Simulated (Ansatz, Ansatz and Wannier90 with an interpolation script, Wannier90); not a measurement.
# Settings in Wannier-interpolated G0W0: PtSe2 (1T monolayer)

How do the Wannier model and the GW settings move the interpolated bands of PtSe2 (1T monolayer)?

Program: Wannier90 4.0.3. Level of theory: maximally localised Wannier functions from the overlaps of PBEsol states (plane waves, PAW). Results are calculated unless marked as measured.

## (1) The starting structure

The cell holds 3 atoms: 1 Pt and 2 Se. Cell: a = 3.703 Å, b = 3.703 Å, c = 28.400 Å, α = 90.0°, β = 90.0°, γ = 120.0°. Vacuum lies along c.

The structure was relaxed with PBEsol. The structure was generated from a model, not taken from a measurement. The runs that relaxed it are not among those shown. Spin-orbit coupling is left out unless a step names it.

## (2) Wannier model on 24×24×1, by Wannier90

Localised functions give a small Hamiltonian that interpolates between mesh points at no cost.

Input file w.win:

```
num_iter = 1200
conv_tol = 1.0e-8
conv_window = 5
dis_num_iter = 4000
dis_conv_tol = 1.0e-8
dis_mix_ratio = 0.7
write_hr = true
use_ws_distance = false
num_print_cycles = 50
! ansatz wannier90 interface
! projections by site (counted from 0) and shell: 0 5D, 1 4P, 2 4P
! states of the run's bands (counted from 1): 1-28
num_bands = 28
num_wann  = 11
dis_win_min = -12.18
dis_win_max = -0.82
dis_froz_min = -12.18
dis_froz_max = -3.82
guiding_centres = true
shell_list = 5 1

begin unit_cell_cart
Ang
       3.7030638203991595                      0.0                      0.0
      -1.8515319101995797        3.206947340300728                      0.0
                      0.0                      0.0                     28.4
end unit_cell_cart

begin atoms_frac
Pt                       0.0                      0.0                      0.5
Se        0.3333333333333333       0.6666666666666666             0.5455047989
Se        0.6666666666666666       0.3333333333333333             0.4544952011
end atoms_frac

mp_grid = 24 24 1

[... the mesh's points ...]
```

The run is started by

```console
OMP_NUM_THREADS=1 mpirun -n 8 wannier90.x w > wannier90.x.log
```

Numbers of over 12 decimals in the logs are rounded to 6 here.

Output:

```text
TEM
                                    ------

                              Lattice Vectors (Ang)
                    a_1     3.703064   0.000000   0.000000
                    a_2    -1.851532   3.206947   0.000000
                    a_3     0.000000   0.000000  28.400000

                   Unit Cell Volume:     337.26507  (Ang^3)

                        Reciprocal-Space Vectors (Ang^-1)
                    b_1     1.696753   0.979621  -0.000000
                    b_2     0.000000   1.959242   0.000000
                    b_3     0.000000  -0.000000   0.221239

 *----------------------------------------------------------------------------*
 |   Site       Fractional Coordinate          Cartesian Coordinate (Ang)     |
 +----------------------------------------------------------------------------+
 | pt   1   0.00000   0.00000   0.50000   |    0.00000   0.00000  14.20000    |
 | se   1   0.33333   0.66667   0.54550   |    0.00000   2.13796  15.49234    |
 | se   2   0.66667   0.33333   0.45450   |    1.85153   1.06898  12.90766    |
 *----------------------------------------------------------------------------*
                                ------------
                                K-POINT GRID
                                ------------

             Grid size = 24 x 24 x  1      Total points =  576

 *---------------------------------- MAIN ------------------------------------*
 |  Number of Wannier Functions               :                11             |
 |  Number of Objective Wannier Functions     :                11             |
 |  Number of input Bloch states              :                28             |
 |  Output verbosity (1=low, 5=high)          :                 1             |
 |  Timing Level (1=low, 5=high)              :                 1             |
 |  Optimisation (0=memory, 3=speed)          :                 3             |
 |  Length Unit                               :               Ang             |
 |  Post-processing setup (write *.nnkp)      :                 F             |
 |  Using Gamma-only branch of algorithms     :                 F             |
 *----------------------------------------------------------------------------*
 *------------------------------- WANNIERISE ---------------------------------*
 |  Total number of iterations                :              1200             |
 |  Number of CG steps before reset           :                 5             |
 |  Trial step length for line search         :             2.000             |
 |  Convergence tolerence                     :         0.100E-07             |
 |  Convergence window                        :                 5             |
 |  Iterations between writing output         :                50             |
 |  Iterations between backing up to disk     :               100             |
[...]
WF centre and spread    5  ( -0.000000,  0.000000,-14.200000 )     1.30840739
[...]
Sum of centres and spreads (  5.554596,  9.620842,-14.200000 )    20.15889381

      1    -0.437E-01     0.1499637741       20.1588938087       0.28  <-- CONV
        O_D=      0.0134370 O_OD=      1.0514691 O_TOT=     20.1588938 <-- SPRD
 Delta: O_D= -0.3010436E-02 O_OD= -0.4068608E-01 O_TOT= -0.4369652E-01 <-- DLTA
 ------------------------------------------------------------------------------
 Cycle:     50
[...]
Sum of centres and spreads (  5.554596,  9.620842,-14.200000 )    19.96371558

     50    -0.338E-05     0.0033332342       19.9637155836       0.78  <-- CONV
        O_D=      0.0097285 O_OD=      0.8599995 O_TOT=     19.9637156 <-- SPRD
 Delta: O_D= -0.2896448E-08 O_OD= -0.3373418E-05 O_TOT= -0.3376315E-05 <-- DLTA
 ------------------------------------------------------------------------------
 Cycle:    100
[...]
Sum of centres and spreads (  5.554596,  9.620842,-14.200000 )    19.96367923

    100    -0.987E-08     0.0001348482       19.9636792288       1.29  <-- CONV
        O_D=      0.0097346 O_OD=      0.8599569 O_TOT=     19.9636792 <-- SPRD
 Delta: O_D=  0.1437538E-07 O_OD= -0.2424392E-07 O_TOT= -0.9868550E-08 <-- DLTA
 ------------------------------------------------------------------------------

             <<<     Delta < 1.000E-08  over  5 iterations     >>>
             <<< Wannierisation convergence criteria satisfied >>>

 Final State
[...]
WF centre and spread    7  (  0.000000,  2.210759,-13.022329 )     2.36069324
  WF centre and spread    8  ( -0.000000,  2.065014,-13.022307 )     2.36065387
[...]
WF centre and spread   10  (  1.851532,  0.996188, 13.022329 )     2.36069324
  WF centre and spread   11  (  1.851532,  1.141934, 13.022307 )     2.36065387
  Sum of centres and spreads (  5.554596,  9.620842,-14.200000 )    19.96367921

         Spreads (Ang^2)       Omega I      =    19.093987659
        ================       Omega D      =     0.009734660
                               Omega OD     =     0.859956893
    Final Spread (Ang^2)       Omega Total  =    19.963679213
 ------------------------------------------------------------------------------

 Writing checkpoint file w.chk... done

 *---------------------------------------------------------------------------*
 |                               PLOTTING                                    |
 *---------------------------------------------------------------------------*

 *===========================================================================*
 |                             TIMING INFORMATION                            |
 *===========================================================================*
 |    Tag                                                Ncalls      Time (s)|
 |---------------------------------------------------------------------------|
 |kmesh: get                                        :         1         0.129|
 |overlap: read                                     :         1         2.010|
 |dis: main                                         :         1         0.278|
 |wann: main                                        :         1         1.072|
 |plot: main                                        :         1         0.104|
 *---------------------------------------------------------------------------*
 All done: wannier90 exiting
```

Wall time 4.6 s (8 MPI ranks of Arm Neoverse V2, shared host).

This step gave:

```yaml
gauge_invariant_spread: 19.09 Å²
diagonal_spread: 0.009735 Å²
off_diagonal_spread: 0.8600 Å²
total_spread: 19.96 Å²
disentanglement_steps: 53
r_m_s_interpolation_error: 4.45e-5 eV
r_m_s_error_near_the_gap: 3.72e-5 eV
```

Near the gap the model misses directly solved bands by 0.0 meV r.m.s. and by 0 meV at most in the window tested. This tests the starting bands, not the corrections carried with them.

## (3) G0W0: 12×12×1 mesh, 547 empty bands, screening to 80 eV

G0W0 replaces the xc potential by the self-energy, built once from these orbitals. Only a window of levels is corrected, while the sums run over the empty bands that the input names.

This step: G0W0 on PBEsol, plane waves, PAW.

Input file input.yaml:

```yaml
crystal:
  lattice:
    - [3.7030638204, 0.0, 0.0]
    - [-1.8515319102, 3.2069473403, 0.0]
    - [0.0, 0.0, 28.4]
  atoms:
    - { symbol: Pt, position: [0.0, 0.0, 0.5] }
    - { symbol: Se, position: [0.3333333333, 0.6666666667, 0.5455047989] }
    - { symbol: Se, position: [0.6666666667, 0.3333333333, 0.4544952011] }
  periodic: [true, true, false]
kpoints:
  mp_grid: { grid: [12, 12, 1] }
hamiltonian:
  xc: pbesol
scf:
  occupations: { method: fixed }
gw:
  n_empty_bands: 547
  ecut_chi: 80.0
  qp_bands: [v9, c2]
  screening: { model: contour_deformation }
```

The run is started by

```console
ansatz run input.yaml --threads 12 --pin off --max-ram 22118MiB --backend cpu --events-out ev --progress --plain --runs-dir out
```

Output:

```text
Engine: ansatz 0.2.0, aarch64-unknown-linux-gnu
Pseudopotentials: kind: paw
Pseudopotential: Pt, paw, valence charge 18, recommended cutoff 420 eV (normal), Pt.paw.azcp
Pseudopotential: Se, paw, valence charge 16, recommended cutoff 420 eV (normal), Se.paw.azcp
Functional definition: PBEsol
  exchange = pbesol_x
  correlation = pbesol_c
Crystal: 3 atoms, lattice volume = 337.265 Å³
Basis set: ecut = 420 eV, 6635 PW (Γ)
[...]
0    24     -5.7448   -17.7177     1.1521   -16.2447  0.7155    -6.0697    -6.0657  root
[...]
18    24     -6.7208   -25.1855     3.3308   -21.5347  0.6881    -7.0464    -7.0406  root
    18    25     -6.7208   -25.1855     3.3308   -21.5347  0.6881    -7.0464    -7.0406  root
    18    26     -3.8926   -15.7065    -2.9758   -19.2624  0.7107    -3.2970    -3.3126  root
    18    27     -3.8926   -15.7065    -2.9758   -19.2624  0.7107    -3.2970    -3.3126  root
[key lines of the parts left out:]
SCF converged after 6 iterations
Free energy (F): -23233.341398 eV
Fermi energy:    -5.741358 eV
```

Elapsed: 30 min, on 12 threads; peak memory 8.9 GiB.

The G0W0 gap on the mesh is 2.289 eV.

## (4) G0W0: 6×6×1 mesh, 547 empty bands, screening to 80 eV

input.yaml: that of step 3 with these lines changed.

```diff
@@ -11,3 +11,3 @@
 kpoints:
-  mp_grid: { grid: [12, 12, 1] }
+  mp_grid: { grid: [6, 6, 1] }
 hamiltonian:
```

Output:

```text
[...]
Crystal: 3 atoms, lattice volume = 337.265 Å³
Basis set: ecut = 420 eV, 6635 PW (Γ)
Bands: 30, of which v1, the nominal top of the filled ones, is band 25 counted from 1 (24 counted from 0)
Symmetry: 12 space group operations
[...]
k-points: 7 of 36
[...]
0    24     -5.7519   -17.7425     1.1889   -16.2439  0.7136    -6.0652    -6.0615  root
[...]
6    24     -6.7280   -25.1852     3.3399   -21.5315  0.6881    -7.0469    -7.0416  root
     6    25     -6.7280   -25.1852     3.3399   -21.5315  0.6881    -7.0469    -7.0416  root
     6    26     -3.8990   -15.7056    -2.9834   -19.2597  0.7106    -3.3135    -3.3281  root
     6    27     -3.8990   -15.7056    -2.9834   -19.2597  0.7106    -3.3135    -3.3281  root
[key lines of the parts left out:]
SCF converged after 7 iterations
Free energy (F): -23233.340063 eV
Fermi energy:    -5.751893 eV
```

Wall time 2.2 min (12 threads); peak memory 5.6 GiB; 25 min of CPU time.

The G0W0 gap on the mesh is 2.559 eV.

## (5) G0W0: 12×12×1 mesh, 254 empty bands, screening to 48 eV

input.yaml: that of step 4 with these lines changed.

```diff
@@ -11,3 +11,3 @@
 kpoints:
-  mp_grid: { grid: [6, 6, 1] }
+  mp_grid: { grid: [12, 12, 1] }
 hamiltonian:
@@ -17,4 +17,4 @@
 gw:
-  n_empty_bands: 547
-  ecut_chi: 80.0
+  n_empty_bands: 254
+  ecut_chi: 48
   qp_bands: [v9, c2]
```

Output:

```text
[...]
Crystal: 3 atoms, lattice volume = 337.265 Å³
Basis set: ecut = 420 eV, 6635 PW (Γ)
Bands: 30, of which v1, the nominal top of the filled ones, is band 25 counted from 1 (24 counted from 0)
[... 1 set-up line as in the run before ...]
[...]
k-points: 19 of 144
[...]
0    24     -5.7448   -17.7177     1.4353   -16.2447  0.7193    -5.7826    -5.7826  root
[...]
18    24     -6.7208   -25.1855     3.5444   -21.5347  0.6918    -6.8277    -6.8271  root
    18    25     -6.7208   -25.1855     3.5444   -21.5347  0.6918    -6.8277    -6.8271  root
    18    26     -3.8926   -15.7065    -2.7691   -19.2624  0.7142    -3.0737    -3.1060  root
    18    27     -3.8926   -15.7065    -2.7691   -19.2624  0.7142    -3.0737    -3.1060  root
[key lines of the parts left out:]
SCF converged after 6 iterations
Free energy (F): -23233.341398 eV
Fermi energy:    -5.741358 eV
```

It took 6 min on 12 threads; peak memory 3.7 GiB; 63 min of CPU time.

The G0W0 gap on the mesh is 2.207 eV.

## (6) Interpolated results

Times are wall times on 12 threads of Arm Neoverse V2, shared host, good to a factor of about two.

| GW mesh | empty bands | cutoff (eV) | frequency | gap on mesh (eV) | gap over zone (eV) | direct gap (eV) | valence width (eV) | GW time |
| --- | --- | --- | --- | --- | --- | --- | --- | --- |
| 12×12×1 | 547 | 80 | contour deformation | 2.289 | 2.260 | 2.460 | 6.245 | 30 min |
| 6×6×1 | 547 | 80 | contour deformation | 2.559 | 2.200 | 2.343 | 6.258 | 2.2 min |
| 12×12×1 | 254 | 48 | contour deformation | 2.207 | 2.177 | 2.423 | 6.368 | 6 min |

## (7) Summary of results

| Property | Result |
| --- | --- |
| 12×12×1 mesh, 547 empty bands, screening to 80 eV | 2.26 eV |
| 6×6×1 mesh, 547 empty bands, screening to 80 eV | 2.20 eV |
| 12×12×1 mesh, 254 empty bands, screening to 48 eV | 2.18 eV |

**Reading.** The largest change, −0.08 eV in the gap over the zone, comes with 12×12×1 mesh, 254 empty bands, screening to 48 eV. The first run is a reference, not a converged one, and where a row moves several settings no single cause can be named. Rows on another GW mesh add that mesh's corrections to the bands of the one model. With 6×6×1 mesh, 547 empty bands, screening to 80 eV the gap over the zone moves by −0.06 eV and that on the mesh by +0.27 eV. With 12×12×1 mesh, 254 empty bands, screening to 48 eV the gap over the zone moves by −0.08 eV and that on the mesh by −0.08 eV. Gaps over the zone and on the mesh differ where an edge lies off the mesh, or where a GW run starts from another density: the starting gap over the zone is 1.401 eV, on the GW meshes it is 1.425 eV and 1.693 eV. The runs have no spin polarisation. For a closed low-spin shell that is the natural state; where a d or f shell is open it is a constraint, and the gap is then not the crystal's own. With d states at the gap, one-shot GW leans hard on its start. The many-body steps are scalar-relativistic: spin-orbit coupling is not in them.

[Paths, hosts, dates, memory and timing lines, banners, echoed tables and standing remarks are left out of the program output.]

[Logs are printed without paths, hosts, clocks, repeated set-up lines and the standing remarks that a program may print on its own settings, such as how far it seeks lower states.]

[Runs of the session that timed out or met a known fault of the program may be left out.]

[Hosts, paths, dates, database ids (printed as entryN), source tags and the programs' standing remarks are cut or masked in the printed files.]
